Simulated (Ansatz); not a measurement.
**How BiAs (hypothetical, Fm-3m) expands on warming**

Wanted: α(T), C_P(T) and B(T) of BiAs (hypothetical) in the quasi-harmonic approximation. The compound is hypothetical: it was made by swapping elements on a known structure type.

Method: DFT PBEsol, scalar-relativistic, plane waves, PAW, in Ansatz 0.2.0.

## Step 1: Starting point

Symmetry: Fm-3m, No. 225, cubic system. The conventional cell has a = 5.017 Å, b = 5.017 Å, c = 5.017 Å, α = 90.00°, β = 90.00°, γ = 90.00°. Nearest to Bi lie 6 As at 2.51 Å. Nearest to As lie 6 Bi at 2.51 Å. Farther neighbours are not listed.

## Step 2: A first coarse run

A cheap single point shows whether the cell is a metal or an insulator and how far it is from rest; that sets the k-mesh and the occupations of what follows.

File input.yaml:

```yaml
crystal:
  lattice:
    - [0.0, 2.50835, 2.50835]
    - [2.50835, 0.0, 2.50835]
    - [2.50835, 2.50835, 0.0]
  atoms:
    - { symbol: Bi, position: [0.5, 0.5, 0.5] }
    - { symbol: As, position: [0.0, 0.0, 0.0] }
kpoints:
  mp_grid: { grid: [6, 6, 6] }
hamiltonian:
  xc: pbesol
scf:
  occupations: { method: gaussian, width: 0.1 }
output:
  forces: true
  stress: true
  eigenvalues: true
```

The run is started by

```console
$ ansatz run input.yaml --threads 4 --pin off --max-ram 8192MiB --backend cpu --events-out ev --progress --plain --runs-dir out
```

Numbers of over 12 decimals in the logs are rounded to 6 here.

Output:

```text
Engine: ansatz 0.2.0, aarch64-unknown-linux-gnu
Pseudopotentials: kind: paw
Pseudopotential: Bi, paw, valence charge 15, recommended cutoff 420 eV (normal), Bi.paw.azcp
Pseudopotential: As, paw, valence charge 15, recommended cutoff 420 eV (normal), As.paw.azcp
Functional definition: PBEsol
  exchange = pbesol_x
  correlation = pbesol_c
Crystal: 2 atoms, lattice volume = 31.564 Å³
Basis set: ecut = 420 eV, 609 PW (Γ), exchange–correlation on 48×48×48 points (8 copies of the dense FFT grid, shifted against one another)
Bands: 19, of which v1, the nominal top of the filled ones, is band 15 counted from 1 (14 counted from 0)
Symmetry: 48 space group operations
Space group: Fm-3m (ITA 225), of the structure as read, at distance tolerance 3.2e-5 Å
k-points: 16 of 216
Non-local potential: Bi, projectors of the file, l = 0: 2, l = 1: 2, l = 2: 2, l = 3: 2
Non-local potential: As, projectors of the file, l = 0: 2, l = 1: 2, l = 2: 3, l = 3: 1
PAW form: soft (Blöchl's): semilocal exchange-correlation on the pseudo side does not see the compensation charge
PAW frozen core: Bi, regenerated for the run's functional, and the local potential with it (the file was generated under x = pbe(κ = 0.804, μ = 0.219515), c = pbe(β = 0.066725))
PAW frozen core: As, regenerated for the run's functional, and the local potential with it (the file was generated under x = pbe(κ = 0.804, μ = 0.219515), c = pbe(β = 0.066725))
PAW one-centre angular grid: Bi, 590 points (default); XC on 64 Gauss nodes
PAW one-centre angular grid: As, 590 points (default); XC on 64 Gauss nodes
Initial density: superposition of atomic densities (neutral atoms: chi_scale 0, normalization atom), corrected by the library's trained network
Initial wavefunctions: pseudopotential atomic-orbital guess
Functional: x = pbesol(κ = 0.804, μ = 0.123457), c = pbesol(β = 0.046)
SCF iter   1: F=—  HF=-17050.482769 eV  |F-HF|=—  |Δ(HF+E_count)|=         —  Δρ=5.25e-3  dr2=3.84e-3  ethr=1.77e-3  ⟨swp⟩=5.1  Hψ=1477  notcnv=0
preconditioner: auto → none  [insulator: Δε(μ)=0.585 eV  Ē_g=20.896 eV  σ=0.100 eV  W_gap=0.83  n_scr=14 (ndim 8)  ℏωp=29.6 eV  f_vac=0.000  D(μ)=0.87/eV (n_scr^D=8)  ε∞_Penn≈3.0]
SCF iter   2: F=—  HF=-17050.482180 eV  |F-HF|=—  |Δ(HF+E_count)|=   5.89e-4  Δρ=2.44e-3  dr2=6.98e-4  ethr=1.28e-5  ⟨swp⟩=1.9  Hψ=503  notcnv=0
SCF iter   3: F=—  HF=-17050.482308 eV  |F-HF|=—  |Δ(HF+E_count)|=   1.28e-4  Δρ=5.24e-4  dr2=7.36e-5  ethr=2.33e-6  ⟨swp⟩=2.1  Hψ=542  notcnv=0
SCF iter   4: F=—  HF=-17050.482282 eV  |F-HF|=—  |Δ(HF+E_count)|=   2.68e-5  Δρ=9.07e-5  dr2=1.07e-6  ethr=2.45e-7  ⟨swp⟩=2.0  Hψ=545  notcnv=0
iter 5 did not close the SCF: its close was put off for the readings that it lacked (scf_convergence_deferred on its scf_iter line)
SCF iter   5: F=-17050.482283 eV  HF=-17050.482282 eV  |F-HF|=1.94e-8  |Δ(HF+E_count)|=   9.42e-7  Δρ=2.12e-5  dr2=5.34e-8  ethr=3.56e-9  ⟨swp⟩=2.0  Hψ=382  notcnv=0
SCF iter   6: F=-17050.482283 eV  HF=-17050.482283 eV  |F-HF|=2.21e-9  |Δ(HF+E_count)|=   2.75e-8  Δρ=2.28e-6  dr2=7.65e-10  ethr=1.78e-10  ⟨swp⟩=3.0  Hψ=1157  notcnv=0
SCF 1 converged in 6 iterations: F = -17050.482283 eV  dr2 = 7.65e-10
  greatest PAW one-centre occupation: 1.000 electrons in one spin orbital (limit 2), on the As atom at site 1 (counted from 0), in its partial waves of l = 2
SCF converged after 6 iterations
Free energy (F): -17050.482283 eV
Harris-Foulkes:  -17050.482283 eV  (|F-HF|=2.21e-9)
Internal energy: -17050.477972 eV  (E = F + TS)
E sigma→0 (E₀):  -17050.480127 eV
Entropy (-TS):   -0.004310 eV (-2.155 meV/atom)
Fermi energy:    22.384452 eV
--- Per-component energies (eV) ---
  E_band       = -33.709734
  E_kinetic    = 432.159793
  E_local      = -2275.335372  (includes V_loc(G=0)·N_el)
  E_nonlocal   = -103.487816
  E_hartree    = 1102.489390
  E_xc         = -240.854198
  E_vxc        = -238.897424  (∫ρ·V_xc dr)
  E_paw        = -12301.698940  (= ΣΔE_a)
  E_vpaw       = -53.125889  (= ΣTr[D̂ρ^β])
  E_aug_tail   = -0.000460  (compensation charges beyond the density's cutoff)
  E_ewald      = -3664.806550
  E_core_change = 1.056181  (= ΣΔE_core)
  E_smearing   = -0.004310  (= −TS)
  E_closure    = -0.000000  (closes the sum)
  Σ components = -17050.482283   (vs F -17050.482283, Δ=0.00e0)
--- Forces (eV/Å), atoms counted from 1 ---
  atom   1  Bi     0.00000000     0.00000000     0.00000000
  atom   2  As    -0.00000000     0.00000000    -0.00000000
  max |Σ_I F_I| component: 3.61e-29 eV/Å
--- Stress (GPa, compression-positive) ---
      110.442182      -0.000000       0.000000
       -0.000000     110.442182      -0.000000
        0.000000       0.000000     110.442182
  P = ⅓ Tr σ = 110.4422 GPa (1104.422 kbar)
--- Band table (eV; the first three rows and the last of 16) ---
  k-point 0: bands = [... 11 lower, 18.6644, 18.6644, 18.6644, 19.3780, 27.1164, 27.1164, 27.1164, 27.1426]
  k-point 1: bands = [... 11 lower, 14.7915, 18.8278, 18.8278, 21.8753, 24.8833, 25.1911, 25.1911, 26.8576]
  k-point 2: bands = [... 11 lower, 10.6067, 19.3953, 19.3953, 21.7467, 22.6360, 22.6360, 23.8136, 29.3594]
  k-point 15: bands = [... 11 lower, 10.3369, 11.9361, 13.7608, 19.5142, 24.6179, 26.1130, 29.0001, 32.0827]
```

It took 0.97 s on 4 threads of Arm Neoverse V1, shared host; peak memory 0.29 GiB; 1.6 s of CPU time.

Numbers from this step:

```yaml
pressure: 110.4 GPa
volume_per_atom: 15.78 Å³
gap_on_the_k_mesh: 0 eV
```

The start is under 110 GPa at this level and looks like a metal on this mesh.

## Step 3: A loose first relaxation

The start is far from rest, so a relaxation with loose thresholds first brings it near the minimum.

Edit input.yaml of step 2 so:

```diff
@@ -9,3 +9,3 @@
 kpoints:
-  mp_grid: { grid: [6, 6, 6] }
+  mp_grid: { grid: [8, 8, 8] }
 hamiltonian:
@@ -18 +18,6 @@
   eigenvalues: true
+relax:
+  adjacent_minimum: "off"
+  f_tol: 0.05
+  max_steps: 80
+  cell: { stress_tol: 0.5 }
```

Output:

```text
[...]
Crystal: 2 atoms, lattice volume = 31.564 Å³
Basis set: ecut = 420 eV, 609 PW (Γ), exchange–correlation on 48×48×48 points (8 copies of the dense FFT grid, shifted against one another)
Bands: 19, of which v1, the nominal top of the filled ones, is band 15 counted from 1 (14 counted from 0)
Symmetry: 48 space group operations
[...]
k-points: 29 of 512
[...]
SCF iter   1: F=—  HF=-17050.490152 eV  |F-HF|=—  |Δ(HF+E_count)|=         —  Δρ=4.10e-3  dr2=3.51e-3  ethr=1.77e-3  ⟨swp⟩=5.0  Hψ=2691  notcnv=0
[...]
SCF iter   6: F=-17050.489506 eV  HF=-17050.489506 eV  |F-HF|=2.90e-8  |Δ(HF+E_count)|=   1.01e-6  Δρ=1.41e-5  dr2=7.72e-8  ethr=3.33e-10  ⟨swp⟩=4.0  Hψ=2672  notcnv=0
SCF 1 converged in 6 iterations: F = -17050.489506 eV  dr2 = 7.72e-8
[...]
relax step   1: F+E_penalty+E_count = -17050.48950575 eV  Δ(F+E_penalty+E_count) = +0.000e0 eV  max|allowed force component| = 7.080e-29 eV/Å  Δτ_max = 0.0000 Å  P = +108.872 GPa  Ω = 31.564 Å³  (6 SCF iters, dr2 threshold 1.00e-7 eV, accepted)
Crystal: 2 atoms, lattice volume = 36.409 Å³
Basis set: ecut = 420 eV, 725 PW (Γ), exchange–correlation on 48×48×48 points (8 copies of the dense FFT grid, shifted against one another)
[...]
iter 1 solved again at ethr=5.41e-5 eV; its pass at ethr=3.10e-3 eV (dr2=1.62e-2 eV) is discarded
[...]
SCF iter   7: F=-17052.923160 eV  HF=-17052.923160 eV  |F-HF|=4.06e-9  |Δ(HF+E_count)|=   1.34e-7  Δρ=5.11e-6  dr2=6.86e-9  ethr=6.67e-10  ⟨swp⟩=6.0  Hψ=2781  notcnv=0
SCF 2 converged in 7 iterations: F = -17052.923160 eV  dr2 = 6.86e-9
[...]
relax step   2: F+E_penalty+E_count = -17052.92316026 eV  Δ(F+E_penalty+E_count) = -2.434e0 eV  max|allowed force component| = 1.893e-28 eV/Å  Δτ_max = 0.0000 Å  P = +57.626 GPa  Ω = 36.409 Å³  energy of the carried Pulay correction = -2.323e-3 eV  (7 SCF iters, dr2 threshold 2.00e-7 eV, accepted)
Crystal: 2 atoms, lattice volume = 41.726 Å³
Basis set: ecut = 420 eV, 869 PW (Γ), exchange–correlation on 48×48×48 points (8 copies of the dense FFT grid, shifted against one another)
[...]
SCF iter   7: F=-17054.272206 eV  HF=-17054.272206 eV  |F-HF|=1.19e-8  |Δ(HF+E_count)|=   5.86e-8  Δρ=8.74e-6  dr2=2.20e-8  ethr=6.67e-10  ⟨swp⟩=6.1  Hψ=2740  notcnv=0
SCF 3 converged in 7 iterations: F = -17054.272206 eV  dr2 = 2.20e-8
relax step   3: F+E_penalty+E_count = -17054.27220646 eV  Δ(F+E_penalty+E_count) = -1.349e0 eV  max|allowed force component| = 2.963e-29 eV/Å  Δτ_max = 0.0000 Å  P = +26.442 GPa  Ω = 41.726 Å³  energy of the carried Pulay correction = -4.522e-3 eV  (7 SCF iters, dr2 threshold 2.00e-7 eV, accepted)
[...]
relax step   4: F+E_penalty+E_count = -17054.84156322 eV  Δ(F+E_penalty+E_count) = -5.694e-1 eV  max|allowed force component| = 3.219e-28 eV/Å  Δτ_max = 0.0000 Å  P = +6.446 GPa  Ω = 47.598 Å³  energy of the carried Pulay correction = -6.614e-3 eV  (6 SCF iters, dr2 threshold 2.00e-7 eV, accepted)
[...]
relax step   5: F+E_penalty+E_count = -17054.88992506 eV  Δ(F+E_penalty+E_count) = -4.836e-2 eV  max|allowed force component| = 2.035e-28 eV/Å  Δτ_max = 0.0000 Å  P = -1.233 GPa  Ω = 50.774 Å³  energy of the carried Pulay correction = -7.626e-3 eV  (6 SCF iters, dr2 threshold 2.00e-7 eV, accepted)
[...]
relax step   6: F+E_penalty+E_count = -17054.89220913 eV  Δ(F+E_penalty+E_count) = -2.284e-3 eV  max|allowed force component| = 3.445e-29 eV/Å  Δτ_max = 0.0000 Å  P = -0.024 GPa  Ω = 50.236 Å³  energy of the carried Pulay correction = -7.460e-3 eV  (5 SCF iters, dr2 threshold 2.00e-7 eV, accepted)
[...]
relax step   7: F+E_penalty+E_count = -17054.98579574 eV  Δ(F+E_penalty+E_count) = -9.359e-2 eV  max|allowed force component| = 5.228e-29 eV/Å  Δτ_max = 0.0000 Å  P = +3.276 GPa  Ω = 50.236 Å³  stress off target by 3.28e0 GPa  SCF on the basis re-selected at this cell (its energy is not comparable with the rows above)  (6 SCF iters)
[...]
relax step   8: F+E_penalty+E_count = -17055.00476805 eV  Δ(F+E_penalty+E_count) = -1.897e-2 eV  max|allowed force component| = 4.230e-29 eV/Å  Δτ_max = 0.0000 Å  P = +1.026 GPa  Ω = 51.692 Å³  energy of the carried Pulay correction = -2.998e-4 eV  (6 SCF iters, dr2 threshold 2.00e-7 eV, accepted)
[...]
relax step   9: F+E_penalty+E_count = -17055.00694496 eV  Δ(F+E_penalty+E_count) = -2.177e-3 eV  max|allowed force component| = 8.677e-30 eV/Å  Δτ_max = 0.0000 Å  P = +0.114 GPa  Ω = 52.352 Å³  energy of the carried Pulay correction = -4.507e-4 eV  (6 SCF iters, dr2 threshold 2.00e-7 eV, accepted)
[...]
SCF iter   6: F=-17055.007350 eV  HF=-17055.007350 eV  |F-HF|=3.64e-12  |Δ(HF+E_count)|=  1.09e-11  Δρ=7.89e-9  dr2=3.57e-14  ethr=1.00e-12  ⟨swp⟩=1.9  Hψ=1406  notcnv=0
SCF 10 converged in 6 iterations: F = -17055.007350 eV  dr2 = 3.57e-14
relax step  10: F+E_penalty+E_count = -17055.00734966 eV  Δ(F+E_penalty+E_count) = -4.047e-4 eV  max|allowed force component| = 2.127e-29 eV/Å  Δτ_max = 0.0000 Å  P = +0.104 GPa  Ω = 52.352 Å³  stress off target by 1.04e-1 GPa  SCF on the basis re-selected at this cell (its energy is not comparable with the rows above)  (6 SCF iters)
[...]
SCF converged after 6 iterations
Free energy (F): -17055.007350 eV
[...]
Internal energy: -17055.003684 eV  (E = F + TS)
E sigma→0 (E₀):  -17055.005517 eV
Entropy (-TS):   -0.003666 eV (-1.833 meV/atom)
Fermi energy:    11.061190 eV
[...]
--- Stress (GPa, compression-positive) ---
        0.104006      -0.000000      -0.000000
       -0.000000       0.104006      -0.000000
       -0.000000      -0.000000       0.104006
  P = ⅓ Tr σ = 0.1040 GPa (1.040 kbar)
--- Band table (eV; the first three rows and the last of 29) ---
  k-point 0: bands = [... 11 lower, 4.7171, 9.3817, 9.3817, 9.3817, 14.8210, 14.8210, 14.8210, 16.7514]
  k-point 1: bands = [... 11 lower, 4.1236, 9.4304, 9.4304, 9.6522, 13.9779, 14.0989, 14.0989, 16.4824]
  k-point 2: bands = [... 11 lower, 2.7912, 9.6043, 9.6043, 10.0864, 12.6882, 12.8263, 12.8263, 16.8787]
  k-point 28: bands = [... 11 lower, 0.7249, 6.0137, 6.0137, 10.9064, 11.6622, 16.4016, 16.4016, 18.0955]
--- Relaxed structure (8 steps of the walk, 8 accepted, 2 SCFs on fresh bases) ---
  F+E_penalty+E_count = -17055.00734966 eV   max|allowed force component| = 2.127e-29 eV/Å   (the final SCF, on the basis selected at the relaxed cell)
  cell:  # Å, volume = 52.3524 Å³
    - [0, 2.969173, 2.969173]
    - [2.969173, 0, 2.969173]
    - [2.969173, 2.969173, 0]
  atoms:
    - { symbol: Bi, position: [0.5, 0.5, 0.5] }
    - { symbol: As, position: [0, 0, 0] }
```

Run time: 5.2 s. Hardware: 4 threads; peak memory 0.36 GiB; 17 s of CPU time.

The steps of the relaxation:

| step | energy less that of the first step (eV) | largest force component (eV/Å) | pressure (GPa) | volume (Å³) |
| --- | --- | --- | --- | --- |
| 1 | 0.0000 | 0.0000 | 108.87 | 31.56 |
| 2 | -2.4337 | 0.0000 | 57.63 | 36.41 |
| 3 | -3.7827 | 0.0000 | 26.44 | 41.73 |
| 4 | -4.3521 | 0.0000 | 6.45 | 47.60 |
| 5 | -4.4004 | 0.0000 | -1.23 | 50.77 |
| 6 | -4.4027 | 0.0000 | -0.02 | 50.24 |
| 7* | -4.4963 | 0.0000 | 3.28 | 50.24 |
| 8 | -4.5153 | 0.0000 | 1.03 | 51.69 |
| 9 | -4.5174 | 0.0000 | 0.11 | 52.35 |
| 10* | -4.5178 | 0.0000 | 0.10 | 52.35 |

Relaxation steps marked * repeat the geometry before them on a plane-wave basis chosen anew for their cell, so energy and pressure can jump there.

Forces are held to the 48 operations that the run works with; a distortion that breaks them can't arise in this run.

| cell as run | before | after | change |
| --- | --- | --- | --- |
| a (Å) | 3.547 | 4.199 | +18.4 % |
| b (Å) | 3.547 | 4.199 | +18.4 % |
| c (Å) | 3.547 | 4.199 | +18.4 % |
| volume (Å³/atom) | 15.78 | 26.18 | +65.9 % |

Final coordinates:

```xyz
2
Lattice="0.0000 2.9692 2.9692 2.9692 0.0000 2.9692 2.9692 2.9692 0.0000" Properties=species:S:1:pos:R:3 pbc="T T T"
Bi    2.9692    2.9692    2.9692
As    0.0000    0.0000    0.0000
```

This step gave:

```
pressure        : 0.1040 GPa
volume per atom : 26.18 Å³
```

The relaxation ends with a pressure of 0.10 GPa.

[end of part 1 of 3]

[Logs are printed without paths, hosts, clocks, repeated set-up lines and the standing remarks that a program may print on its own settings, such as how far it seeks lower states.]

[Hosts, paths, dates, database ids (printed as entryN), source tags and the programs' standing remarks are cut or masked in the printed files.]

[A step with changed settings may run another functional than the one named; its input shows which.]

[Pressures of single members of a volume series are the stress at the run's cutoff; with an incomplete basis they can lie off −dE/dV of the same runs, and they are not shown converged.]
